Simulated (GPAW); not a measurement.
## Near-edge structure at the P K edge of PNO (Cc)

What does one-electron theory with a core hole give for the P K edge of PNO (Cc)?

Program: GPAW 26.7.0. Level of theory: X-ray absorption from dipole matrix elements to empty bands, plane-wave PAW LDA. Results are calculated unless marked as measured.

### 1. Set-up

Symmetry: Cc, No. 9, monoclinic system. The conventional cell has a = 6.556 Å, b = 6.572 Å, c = 4.620 Å, α = 90.00°, β = 130.96°, γ = 90.00°. P has 2 N at 1.55 Å and 2 O at 1.60 Å nearest. O has 2 P at 1.60 Å nearest. Nearest to N lie 2 P at 1.55 Å. Farther neighbours and most contacts between anions are not listed.

As a file:

```cif
data_structure
_symmetry_space_group_name_H-M 'Cc'
_symmetry_Int_Tables_number 9
_cell_length_a 6.5560
_cell_length_b 6.5722
_cell_length_c 4.6200
_cell_angle_alpha 90.000
_cell_angle_beta 130.960
_cell_angle_gamma 90.000
_cell_volume 150.33
loop_
_atom_site_label
_atom_site_type_symbol
_atom_site_symmetry_multiplicity
_atom_site_Wyckoff_symbol
_atom_site_fract_x
_atom_site_fract_y
_atom_site_fract_z
_atom_site_occupancy
P1 P 4 a 0.37036 0.36005 0.50017 1
O1 O 4 a 0.44193 0.44116 0.25020 1
N1 N 4 a 0.56270 0.18016 0.74963 1
```

### 2. Ground state of the crystal

A plain self-consistent run shows whether there is a gap, which decides the set-up of the core-hole run.

File scf.py:

```python
import numpy as np
from ase import Atoms
from ase.parallel import parprint, paropen
from gpaw import GPAW, PW, FermiDirac, Mixer, MixerDif, setup_paths
from gpaw.test import gen
setup_paths.insert(0, '.')
gen('P', name='nch1s', xcname='LDA', corehole=(1, 0, 0), write_xml=True)
from gpaw.mpi import world
world.barrier()

atoms = Atoms('P2O2N2',
    cell=[[3.27800225, -3.28611338, 0],
     [3.27800225, 3.28611338, 0],
     [-3.02855186, 0, 3.48886595]],
    scaled_positions=[[0.2695904, 0.98968608, 0.49983291],
     [0.98968608, 0.2695904, 0.99983291],
     [0.11691039, 0.99922248, 0.74979978],
     [0.99922248, 0.11691039, 0.24979978],
     [0.25713527, 0.61745538, 0.25036731],
     [0.61745538, 0.25713527, 0.75036731]],
    pbc=True)
atoms.calc = calc = GPAW(legacy_gpaw=True, mode=PW(500), xc='LDA', setups={0: 'nch1s'},
    kpts={'size': (6, 6, 7), 'gamma': True}, occupations=FermiDirac(0.05),
    charge=0, mixer=Mixer(0.1, 5, 50), maxiter=150,
    convergence={'density': 0.0001}, txt='scf.txt')
energy = atoms.get_potential_energy() + calc.get_reference_energy()
ef = calc.get_fermi_level()
out = dict(energy=energy, fermi=ef, forces=atoms.get_forces().tolist())
parprint(f'all-electron energy {energy:.4f} eV, Fermi level {ef:.4f} eV')
ev = np.array([[calc.get_eigenvalues(k, s) for k in range(len(calc.get_ibz_k_points()))] for s in range(calc.get_number_of_spins())])
out['homo'], out['lumo'], out['counts'] = ev[ev < ef].max(), ev[ev > ef].min(), sorted(set((ev < ef).sum((0, 2)).tolist()))
out['filled'] = (ev[:, 0] < ef).sum(1).tolist()
import json
with paropen('out.json', 'w') as f:
    json.dump(out, f)
```

Run with:

```
> OMP_NUM_THREADS=1 mpirun -n 4 gpaw python scf.py
```

Numbers of over 12 decimals in the logs are rounded to 6 here.

Log:

```text
Input parameters:
  convergence: {density: 0.0001}
  kpts: {gamma: True,
         size: (6, 6, 7)}
  maxiter: 150
  mixer: {backend: pulay,
          beta: 0.1,
          method: separate,
          nmaxold: 5,
          weight: 50}
  mode: {ecut: 500.0,
         name: pw}
  occupations: {fixmagmom: False,
                name: fermi-dirac,
                width: 0.05}
  setups: {0: nch1s}

Initialize ...

[... PAW data sets ...]

Reference energy: -25542.776642  # eV

Spin-paired calculation

[... convergence settings ...]
Symmetries present (total): 1
  [... symmetry matrices ...]

252 k-points: 6 x 6 x 7 Monkhorst-Pack grid + [1/12,1/12,0.000000]
128 k-points in the irreducible part of the Brillouin zone
       k-points in crystal coordinates                weights
   0:     0.00000000    0.00000000    0.00000000          1/252
   1:     0.00000000    0.00000000    0.14285714          2/252
   2:     0.00000000    0.00000000    0.28571429          2/252
   3:     0.00000000    0.00000000    0.42857143          2/252
   4:     0.00000000    0.16666667   -0.42857143          2/252
   5:     0.00000000    0.16666667   -0.28571429          2/252
   6:     0.00000000    0.16666667   -0.14285714          2/252
   7:     0.00000000    0.16666667    0.00000000          2/252
   8:     0.00000000    0.16666667    0.14285714          2/252
   9:     0.00000000    0.16666667    0.28571429          2/252
          ...
 127:     0.50000000    0.50000000    0.42857143          2/252

Wave functions: Plane wave expansion
  Cutoff energy: 500.000 eV
  Number of coefficients (min, max): 1888, 1931
  Pulay-stress correction: 0.000000 eV/Ang^3 (de/decut=0.000000)
  Using FFTW library
  Wavefunction extrapolation:
    Improved wavefunction reuse through dual PAW basis

Occupation numbers: Fermi-Dirac:
  width: 0.0500  # eV

Eigensolver
   Davidson(niter=2)

Densities:
  Coarse grid: 24*24*24 grid
  Fine grid: 48*48*48 grid
  Total Charge: 0.000000

Density mixing:
  Method: separate
  Backend: pulay
  Linear mixing parameter: 0.1
  old densities: 5
  Width of damping distribution: 1.1
  Damping of long wavelength oscillations: 50

[... Hamiltonian set-up ...]
Number of atoms: 6
Number of atomic orbitals: 24
Number of bands in calculation: 24
Number of valence electrons: 32
Bands to converge: occupied

... initialized

Initializing position-dependent things.

Density initialized from atomic densities
Creating initial wave functions:
  24 bands from LCAO basis set

            O
               P
        NP
             N

            O

Atomic positions and initial magnetic moments

Positions:
   0 P      2.614141    2.366316    1.743850    ( 0.0000,  0.0000,  0.0000)
   1 P      1.099865   -2.366316    3.488283    ( 0.0000,  0.0000,  0.0000)
   2 O      1.387879    2.899378    2.615951    ( 0.0000,  0.0000,  0.0000)
   3 O      2.902154   -2.899378    0.871518    ( 0.0000,  0.0000,  0.0000)
   4 N      2.108660    1.184053    0.873498    ( 0.0000,  0.0000,  0.0000)
   5 N      0.594384   -1.184053    2.617931    ( 0.0000,  0.0000,  0.0000)

Unit cell:
           periodic     x           y           z      points  spacing
  1. axis:    yes    3.278002   -3.286113    0.000000    24     0.1648
  2. axis:    yes    3.278002    3.286113    0.000000    24     0.1648
  3. axis:    yes   -3.028552    0.000000    3.488866    24     0.1454

  Lengths:   4.641534   4.641534   4.619990
  Angles:  117.578149 117.578149  90.141598

Effective grid spacing dv^(1/3) = 0.1758

iter:   1   -52.911146
iter:   2   -50.354075   -1.04  -0.70
iter:   3   -47.216735   -0.76  -0.80
iter:   4   -47.206032   -1.83  -1.25
iter:   5   -47.164980   -2.28  -1.45
iter:   6   -47.161178   -2.83  -2.09
iter:   7   -47.154494c  -3.62  -2.18
iter:   8   -47.157300c  -3.17  -2.54
iter:   9   -47.153024c  -3.56  -2.42
iter:  10   -47.153005c  -5.63  -3.27
iter:  11   -47.153012c  -5.13  -3.35
iter:  12   -47.152974c  -5.69  -3.44
iter:  13   -47.152978c  -6.24  -3.77
iter:  14   -47.152973c  -6.59  -3.87
iter:  15   -47.152973c  -7.46c -4.51c

Converged after 15 iterations.

Dipole moment: (-4.559711, -0.000000, 0.014496) |e|*Ang

Energy contributions relative to reference atoms: (reference = -25542.776642)

Kinetic:        +36.884434
Potential:      -25.940590
External:        +0.000000
XC:             -57.812082
Entropy (-ST):   -0.000000
Local:           -0.284736
SIC:             +0.000000
--------------------------
Free energy:    -47.152973
Extrapolated:   -47.152973

Showing only first 2 kpts
 Kpt  Band  Eigenvalues  Occupancy
  0    14      2.39946    2.00000
  0    15      2.44626    2.00000
  0    16      7.96962    0.00000
  0    17      8.40625    0.00000

  1    14      2.29707    2.00000
  1    15      2.37642    2.00000
  1    16      8.27597    0.00000
  1    17      8.86804    0.00000

Fermi level: 4.05848

Gap: 4.981 eV
Transition (v -> c):
  (s=0, k=124, n=15, [0.50, 0.50, 0.00]) -> (s=0, k=0, n=16, [0.00, 0.00, 0.00])
Direct/indirect transitions are different
Direct gap: 5.523 eV
Transition at: (s=0, k=0, n=15, [0.00, 0.00, 0.00])

Forces in eV/Ang:
  0 P    -0.01024    0.05492   -0.00620
  1 P    -0.01024   -0.05492   -0.00620
  2 O    -0.20778   -0.19005   -0.00608
  3 O    -0.20778    0.19005   -0.00608
  4 N     0.21457   -0.23607    0.01213
  5 N     0.21457    0.23607    0.01213
Scalar-relativistic atomic LDA calculation for P (Phosphorus, Z=15)
Core hole in 1s state (1s occupation: 2.0)
450 radial gridpoints.
|------------------------------------------------|
|------------------------------------------------|
[... the atom generator's iteration count ...]

Energy contributions:
-------------------------
Kinetic:     +341.479749
XC:           -21.839194
Potential:   -660.402537
-------------------------
Total:       -340.761981

state      eigenvalue         ekin         rmax
-----------------------------------------------
1s^2.0 :   -76.281580   106.327718        0.068
2s^2.0 :    -6.362337    15.621703        0.420
2p^6.0 :    -4.575935    14.804944        0.354
3s^2.0 :    -0.515028     2.181743        1.565
3p^3.0 :    -0.205646     1.462587        1.827
-----------------------------------------------
(units: Bohr and Hartree)

Generating PAW setup
Kinetic energy of the core from tauc = 333.550059
Cutoffs:
rc(s)=1.800
rc(p)=1.800
rc(d)=1.800
rc(vbar)=1.620
rc(comp)=1.800
rc(nct)=1.800

Kinetic energy of the core states: 332.728503
Charge: 0.0
Core electrons: 10.0
Valence electrons: 5.0
Pseudo-core charge: 0.181656
Shape function alpha=3.086
Pseudo-electron charge 5.454854
state    eigenvalue         norm
--------------------------------
3s(2) :    -0.515028     1.126397
*s    :     0.484972
3p(3) :    -0.205646     1.006802
*p    :     0.794354
*d    :     0.000000
--------------------------------

Diagonalizing with gridspacing h=0.050

state   all-electron     PAW
-------------------------------
3s:      -0.515028    -0.515337
3p:      -0.205646    -0.205904
*d:                    0.038554
*f:                    0.072541
-------------------------------
all-electron energy -25589.9296 eV, Fermi level 4.0585 eV
```

Elapsed: 26 s, on 4 MPI ranks of Arm Neoverse V2, shared host; peak memory 0.23 GiB.

The mesh shows a gap of 4.98 eV, so the hole is first treated in a charged cell, without the excited electron.

### 3. Spectrum without a core hole, P atom 1

Without a hole the spectrum is the empty density of states of the right symmetry on the absorber, weighted by matrix elements. It needs only the small cell and serves as the baseline. The data set with a hole of occupation 0 only carries the core orbital.

The absorber has 2 N at 1.55 Å and 2 O at 1.60 Å (tetrahedral, site symmetry 1).

File xas.py:

```python
import numpy as np
from ase import Atoms
from ase.parallel import parprint, paropen
from gpaw import GPAW, PW, FermiDirac, Mixer, MixerDif, setup_paths
from gpaw.test import gen
setup_paths.insert(0, '.')
gen('P', name='nch1s', xcname='LDA', corehole=(1, 0, 0), write_xml=True)
from gpaw.mpi import world
world.barrier()

atoms = Atoms('P2O2N2',
    cell=[[3.27800225, -3.28611338, 0],
     [3.27800225, 3.28611338, 0],
     [-3.02855186, 0, 3.48886595]],
    scaled_positions=[[0.2695904, 0.98968608, 0.49983291],
     [0.98968608, 0.2695904, 0.99983291],
     [0.11691039, 0.99922248, 0.74979978],
     [0.99922248, 0.11691039, 0.24979978],
     [0.25713527, 0.61745538, 0.25036731],
     [0.61745538, 0.25713527, 0.75036731]],
    pbc=True)
atoms.calc = calc = GPAW(legacy_gpaw=True, mode=PW(500), xc='LDA', setups={0: 'nch1s'},
    kpts={'size': (6, 6, 7), 'gamma': True}, occupations=FermiDirac(0.02),
    charge=0, mixer=Mixer(0.1, 5, 50), maxiter=150,
    convergence={'density': 0.0001}, txt='scf.txt')
energy = atoms.get_potential_energy() + calc.get_reference_energy()
ef = calc.get_fermi_level()
out = dict(energy=energy, fermi=ef, forces=atoms.get_forces().tolist())
parprint(f'all-electron energy {energy:.4f} eV, Fermi level {ef:.4f} eV')
ev = np.array([[calc.get_eigenvalues(k, s) for k in range(len(calc.get_ibz_k_points()))] for s in range(calc.get_number_of_spins())])
out['homo'], out['lumo'], out['counts'] = ev[ev < ef].max(), ev[ev > ef].min(), sorted(set((ev < ef).sum((0, 2)).tolist()))
out['filled'] = (ev[:, 0] < ef).sum(1).tolist()

from ase.units import Ha
from gpaw.xas import dipole_matrix_elements
nb = int(calc.get_number_of_electrons() / 2) + 48
top, nb = nb, nb + 8 + nb // 12
nscf = calc.fixed_density(kpts={'size': (4, 4, 4), 'gamma': True}, nbands=nb,
    convergence={'bands': top, 'eigenstates': 1e-5}, maxiter=60, txt='nscf.txt')
cell = atoms.cell.array
ops = [cell.T @ U.T @ np.linalg.inv(cell.T) for U in nscf.wfs.kd.symmetry.op_scc]
filled = [16]  # bands filled in the ground state, by spin
E = np.arange(-25, 34, 0.1)
fwhm = np.interp(E, [4, 25], [0.9, 3.5])
Y, X, zero, highest = 0, 0, 1e9, 1e9
for spin in range(nscf.get_number_of_spins()):
    wfs = nscf.wfs
    A = dipole_matrix_elements(wfs.setups[0])
    eps = np.zeros((wfs.kd.nibzkpts, nb))
    d = np.zeros((3, A.shape[1], wfs.kd.nibzkpts, nb), complex)
    for kpt in wfs.kpt_u:
        if kpt.s == spin and 0 in kpt.P_ani:
            eps[kpt.k] = kpt.eps_n * Ha
            d[:, :, kpt.k] = (kpt.weight * wfs.nspins / 2) ** 0.5 * np.inner(A, kpt.P_ani[0])
    world.sum(eps)
    world.sum(d)
    T = np.einsum('amkn,bmkn->abkn', d, d.conj()).real
    T = sum(np.einsum('ai,ijkn,bj->abkn', R, T, R) for R in ops) / len(ops)
    empty = np.ones_like(eps, bool) & (np.arange(nb) >= filled[spin])
    zero, highest = min(zero, eps[empty].min()), min(highest, eps[:, top - 1].min())
    lines = [(eps, T, empty)] if spin == 0 else lines + [(eps, T, empty)]
for eps, T, empty in lines:
    f = np.einsum('aakn->akn', T).reshape(3, -1)
    x = eps.ravel() - zero
    w = np.interp(x, E, fwhm) / 2.35482
    g = np.exp(-0.5 * ((E[:, None] - x) / w) ** 2) / (w * (2 * np.pi) ** 0.5)
    Y = Y + (f * empty.ravel()) @ g.T
    X = X + (f * ~empty.ravel()) @ g.T
out.update(E=E.round(2).tolist(), xas=Y.tolist(), xes=X.tolist(), zero=zero, valid=highest - zero, nk=len(eps), nb=nb)
for i in range(0, len(E), 10):
    parprint(f'{E[i]:7.2f}', *(f'{v:10.3e}' for v in Y[:, i]))
import json
with paropen('out.json', 'w') as f:
    json.dump(out, f)
```

Run with:

```
> OMP_NUM_THREADS=1 mpirun -n 4 gpaw python xas.py
```

Log:

```text
Input parameters:
  convergence: {density: 0.0001}
  kpts: {gamma: True,
         size: (6, 6, 7)}
  maxiter: 150
  mixer: {backend: pulay,
          beta: 0.1,
          method: separate,
          nmaxold: 5,
          weight: 50}
  mode: {ecut: 500.0,
         name: pw}
  occupations: {fixmagmom: False,
                name: fermi-dirac,
                width: 0.02}
  setups: {0: nch1s}

Initialize ...

[...]
*p    :     0.794354
*d    :     0.000000
--------------------------------

Diagonalizing with gridspacing h=0.050

state   all-electron     PAW
-------------------------------
3s:      -0.515028    -0.515337
3p:      -0.205646    -0.205904
*d:                    0.038554
*f:                    0.072541
-------------------------------
all-electron energy -25589.9296 eV, Fermi level 3.7585 eV
[...]
32.00  2.616e-06  2.362e-06  3.104e-06
  33.00  2.601e-06  2.291e-06  3.185e-06
[key lines of the parts left out:]
Converged after 15 iterations.
Dipole moment: (-4.559711, -0.000000, 0.014496) |e|*Ang
Free energy:    -47.152973
Fermi level: 3.75848
```

The job ended after 41 s (4 MPI ranks; peak memory 0.3 GiB; 2.7 min of CPU time).

The P K spectrum, P atom 1, no core hole (energy from the lowest empty level; intensity scaled to a mean of 1 over the first 20 eV; polarised curves are means over the symmetry-equivalent atoms):

| E (eV) | isotropic | ε ∥ x | ε ∥ y | ε ∥ z |
| --- | --- | --- | --- | --- |
| -2.0 | 0.00 | 0.00 | 0.00 | 0.00 |
| -1.5 | 0.00 | 0.00 | 0.00 | 0.00 |
| -1.0 | 0.00 | 0.00 | 0.00 | 0.00 |
| -0.5 | 0.04 | 0.03 | 0.01 | 0.07 |
| 0.0 | 0.33 | 0.31 | 0.13 | 0.55 |
| 0.5 | 1.10 | 1.15 | 0.59 | 1.57 |
| 1.0 | 1.57 | 1.57 | 1.37 | 1.77 |
| 1.5 | 1.52 | 1.24 | 2.03 | 1.30 |
| 2.0 | 1.42 | 1.15 | 1.97 | 1.14 |
| 2.5 | 1.46 | 1.38 | 1.68 | 1.31 |
| 3.0 | 1.74 | 1.93 | 1.94 | 1.36 |
| 3.5 | 1.46 | 1.67 | 1.71 | 1.01 |
| 4.0 | 1.14 | 1.26 | 1.21 | 0.95 |
| 4.5 | 1.19 | 1.34 | 1.22 | 1.02 |
| 5.0 | 1.14 | 1.25 | 1.21 | 0.96 |
| 5.5 | 1.05 | 1.04 | 1.11 | 1.00 |
| 6.0 | 1.10 | 0.89 | 1.10 | 1.32 |
| 6.5 | 1.29 | 0.90 | 1.07 | 1.91 |
| 7.0 | 1.35 | 1.00 | 1.05 | 2.00 |
| 7.5 | 1.21 | 1.06 | 1.03 | 1.55 |
| 8.0 | 0.99 | 0.98 | 0.96 | 1.02 |
| 8.5 | 0.82 | 0.86 | 0.87 | 0.74 |
| 9.0 | 0.74 | 0.73 | 0.77 | 0.73 |
| 9.5 | 0.71 | 0.61 | 0.65 | 0.86 |
| 10.0 | 0.70 | 0.56 | 0.57 | 0.97 |
| 10.5 | 0.68 | 0.57 | 0.55 | 0.92 |
| 11.0 | 0.63 | 0.60 | 0.56 | 0.74 |
| 11.5 | 0.59 | 0.62 | 0.59 | 0.56 |
| 12.0 | 0.56 | 0.62 | 0.61 | 0.45 |
| 12.5 | 0.58 | 0.67 | 0.65 | 0.42 |
| 13.0 | 0.65 | 0.77 | 0.73 | 0.44 |
| 13.5 | 0.74 | 0.88 | 0.82 | 0.51 |
| 14.0 | 0.81 | 0.93 | 0.89 | 0.61 |
| 14.5 | 0.87 | 0.95 | 0.93 | 0.72 |
| 15.0 | 0.91 | 0.96 | 0.96 | 0.82 |
| 15.5 | 0.94 | 0.97 | 0.96 | 0.88 |
| 16.0 | 0.94 | 0.98 | 0.95 | 0.89 |
| 16.5 | 0.92 | 0.98 | 0.94 | 0.85 |
| 17.0 | 0.91 | 0.98 | 0.95 | 0.80 |
| 17.5 | 0.91 | 1.00 | 0.97 | 0.78 |
| 18.0 | 0.93 | 1.02 | 0.99 | 0.78 |
| 18.5 | 0.95 | 1.03 | 1.01 | 0.81 |
| 19.0 | 0.97 | 1.04 | 1.02 | 0.85 |
| 19.5 | 1.00 | 1.05 | 1.04 | 0.91 |
| 20.0 | 1.04 | 1.07 | 1.07 | 0.97 |
| 20.5 | 1.09 | 1.11 | 1.10 | 1.04 |
| 21.0 | 1.13 | 1.15 | 1.13 | 1.11 |
| 21.5 | 1.17 | 1.19 | 1.15 | 1.16 |
| 22.0 | 1.18 | 1.20 | 1.16 | 1.19 |
| 22.5 | 1.17 | 1.19 | 1.15 | 1.17 |
| 23.0 | 1.13 | 1.14 | 1.12 | 1.13 |
| 23.5 | 1.07 | 1.07 | 1.06 | 1.07 |
| 24.0 | 0.98 | 0.97 | 0.98 | 0.99 |
| 24.5 | 0.89 | 0.87 | 0.89 | 0.90 |
| 25.0 | 0.80 | 0.78 | 0.81 | 0.82 |
| 25.5 | 0.73 | 0.71 | 0.75 | 0.74 |
| 26.0 | 0.67 | 0.66 | 0.70 | 0.66 |
| 26.5 | 0.64 | 0.63 | 0.67 | 0.61 |
| 27.0 | 0.61 | 0.61 | 0.66 | 0.57 |
| 27.5 | 0.59 | 0.59 | 0.64 | 0.54 |
| 28.0 | 0.58 | 0.58 | 0.61 | 0.53 |
| 28.5 | 0.56 | 0.57 | 0.58 | 0.53 |
| 29.0 | 0.54 | 0.55 | 0.55 | 0.53 |
| 29.5 | 0.52 | 0.53 | 0.52 | 0.53 |

Main maxima below 24 eV (height): 1.1 eV (1.58), 3.1 eV (1.75), 4.6 eV (1.20), 6.9 eV (1.36) and 22.1 eV (1.18). A K edge sees empty p states on the absorber.

The same matrix elements for filled bands give the P K emission of P atom 1 (ground-state approximation; energy from the lowest empty level, largest value 1):

```csv
E (eV),emission
-24.00,0.01
-23.25,0.00
-22.50,0.04
-21.75,0.14
-21.00,0.17
-20.25,0.26
-19.50,0.13
-18.75,0.01
-18.00,0.04
-17.25,0.11
-16.50,0.21
-15.75,0.15
-15.00,0.26
-14.25,0.44
-13.50,0.69
-12.75,1.00
-12.00,0.54
-11.25,0.04
-10.50,0.10
-9.75,0.22
-9.00,0.21
-8.25,0.14
-7.50,0.10
-6.75,0.17
-6.00,0.14
-5.25,0.07
-4.50,0.00
-3.75,0.00
-3.00,0.00
-2.25,0.00
-1.50,0.00
-0.75,0.00
0.00,0.00
0.75,0.00
1.50,0.00
2.25,0.00
3.00,0.00
```

Emission maxima: -20.2 eV (0.27), -16.6 eV (0.22), -12.6 eV (1.00), -9.8 eV (0.22) and -6.8 eV (0.17).

(Part 1 of 3 ends here.)

[Banner, clock and machine lines of the logs are left out without a mark of their own.]

[Logs are printed without paths, hosts, clocks, repeated set-up lines and the standing remarks that a program may print on its own settings, such as how far it seeks lower states.]

[Hosts, paths, dates, database ids (printed as entryN), source tags and the programs' standing remarks are cut or masked in the printed files.]

[Lists of maxima count a maximum above −3 eV only where it reaches 4 % of the highest in the window and stands out from its surroundings by 2 % of it (1.5 % where it reaches 55 %); shoulders and weaker maxima are passed over, and of the rest the first, up to two pre-edge ones and the few strongest are named.]
